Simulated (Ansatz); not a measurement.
# Elastic response of random zinc-blende (Al, Ga, In)P solid solution (64 atoms): runs compared

How stiff is random zinc-blende (Al, Ga, In)P solid solution (64 atoms), and how do its levels respond to strain?

Computed with Ansatz 0.2.0: Kohn-Sham DFT, LDA, PAW (set soft_1), plane waves.

**1. The cell as built**

The cell holds 64 atoms: 11 Ga, 32 P, 10 Al and 11 In. Cell: a = 11.188 Å, b = 11.188 Å, c = 11.188 Å, α = 90.0°, β = 90.0°, γ = 90.0°. It derives from AlP and InP and GaP. Zinc-blende lattice (a = 5.594 Å, the mean of the end members), 2 x 2 x 2 cells, metal sites filled at random with 10 Al, 11 Ga, 11 In; not relaxed, displaced by a Gaussian of 0.02 Å.

What the set-up can't give: Only the Γ point is sampled.

**2. The reference run**

The reference is a single point at the end of the relaxation.

Every strained cell starts from the geometry of this run, and its atoms are relaxed with the cell held.

Its input, with most atom lines left out:

```yaml
crystal:
  lattice:
    - [11.12829, 0.00084, 0.00269]
    - [0.00084, 11.11734, 0.00214]
    - [0.00269, 0.00214, 11.10811]
  atoms:
    - { symbol: Ga, position: [0.99719, 0.99717, 0.0043] }
    - { symbol: P, position: [0.11738, 0.1172, 0.13219] }
    - { symbol: Al, position: [0.99416, 0.24593, 0.24965] }
    - { symbol: P, position: [0.11985, 0.36731, 0.36531] }
    - { symbol: Al, position: [0.24989, 0.99347, 0.24873] }
    - { symbol: P, position: [0.3751, 0.10939, 0.37613] }
    - { symbol: In, position: [0.24914, 0.24751, 0.99826] }
    [... atom lines 8 to 64 left out ...]
kpoints:
  mp_grid: { grid: [1, 1, 1] }
hamiltonian:
  xc: lda
  pseudopotentials: { kind: paw, azcp: { folder: soft_1 }, xc_functional: pbe }
scf:
  occupations: { method: fermi_dirac, width: 0.05 }
output:
  forces: true
  stress: true
  populations: intrinsic
  dos:
    method: { smearing: { sigma: 0.08 } }
    de: 0.1
    projected: { site_lists: { Al: [Al], Ga: [Ga], In: [In], P: [P] } }
  eigenvalues: true
  write_density: true
  write_potential: true
  volumetric_format: npy
```

| Property | Result |
| --- | --- |
| free energy per atom | -2018.5339 eV/atom |
| r.m.s. force component | 0.00303 eV/Å |
| pressure | -0.00459 GPa |

Filled and empty levels are parted by 1.36 eV at Γ alone; the mesh holds the band edges only if they fold onto it, so the gap at this level can be narrower or closed, while local or semilocal functionals tend to narrow gaps against experiment.

**3. The runs**

Each row is one run, on 4 threads of Intel Xeon Platinum 8375C at 2.90GHz (Ice Lake), shared host. The free energy is the program's total, comparable only between runs with the same functional, potentials and atoms.

```csv
run,atoms,outcome,"ionic steps, all passes",free energy (eV),time,host memory (GiB)
Single point at the start,64,converged,-,-129183.037,9.7 s,1.5
Cell and atoms relaxed,64,converged,5,-129186.172,40 s,1.5
Single point at the relaxed geometry,64,converged,-,-129186.172,17 s,1.5
Volume -3 %,64,converged,2,-129185.830,19 s,1.5
Volume +3 %,64,converged,2,-129185.863,19 s,1.5
Volume -6 %,64,converged,2,-129184.735,19 s,1.4
Volume +6 %,64,converged,2,-129185.007,20 s,1.6
Volume -10 %,64,converged,2,-129181.860,17 s,1.4
Stretched by 1 % along x,64,converged,2,-129186.119,17 s,1.5
Compressed by 1 % along x,64,converged,2,-129186.119,17 s,1.5
Sheared by 2 % in xy,64,converged,3,-129186.071,24 s,1.5
```

In some runs the program notes that the SCF threshold is loose for the stress.

**4. Pressure against volume**

Atoms are relaxed at each volume, in the scaled cell.

```csv
volume change (%),volume (Å³/atom),energy change (meV/atom),pressure (GPa),largest move on relaxing (Å),bonds,gap (eV)
-10,19.326,67.38,11.04,0.02,128,1.17
-6,20.184,22.45,5.91,0.01,128,1.26
-3,20.829,5.35,2.73,0.00,128,1.32
+0,21.473,0.00,0.00,-,128,1.36
+3,22.117,4.84,-2.33,0.00,128,1.32
+6,22.761,18.20,-4.28,0.01,128,1.16
```

**5. Uniaxial strain and shear**

Stress (GPa, compression positive) less that of the relaxed cell, atoms relaxed:

```csv
strain,xx,yy,zz,xy,energy change (meV/atom)
stretched by 1 % along x,-1.237,-0.619,-0.618,0.001,0.84
compressed by 1 % along x,1.258,0.666,0.665,-0.001,0.84
sheared by 2 % in xy,0.009,0.008,-0.007,-1.165,1.58
```

**6. Outcome**

The bulk modulus, from the slope of pressure against ln V over the three points nearest the relaxed volume, is 84.5 GPa; a quadratic over all points gives a pressure derivative of about 4.6. The gap goes from 1.17 eV at the smallest volume to 1.16 eV at the largest, not monotonically (lowest 1.16, highest 1.36 eV), on the run's k-points. In the Cartesian axes of the cell, finite differences give C11 = 125, C12 = 64.3, C13 = 64.1 and C66 = 58.3 GPa (the shear of 2 % is the engineering strain, εxy = 0.01). The mean of C11, C12 and C13, which equals the bulk modulus in a cubic or isotropic solid, is 84.4 GPa: it agrees with the bulk modulus within 10 %.

Caveats: Strains are finite and relaxations stop at the force tolerance of the input, which can leave moduli too stiff; they are those of a static cell at zero temperature. Volumes are changed with the cell's shape held, so in an anisotropic solid the modulus lies over the one under free hydrostatic load. The program notes that the SCF threshold of the relaxations is loose for the stress. The host structure and its lattice constant were typed by rule, without a check against the phase diagram.

The DFT runs together took 3.6 min of wall time.

[Logs are printed without paths, hosts, clocks, repeated set-up lines and the standing remarks that a program may print on its own settings, such as how far it seeks lower states.]

[Hosts, paths, dates, database ids (printed as entryN), source tags and the programs' standing remarks are cut or masked in the printed files.]
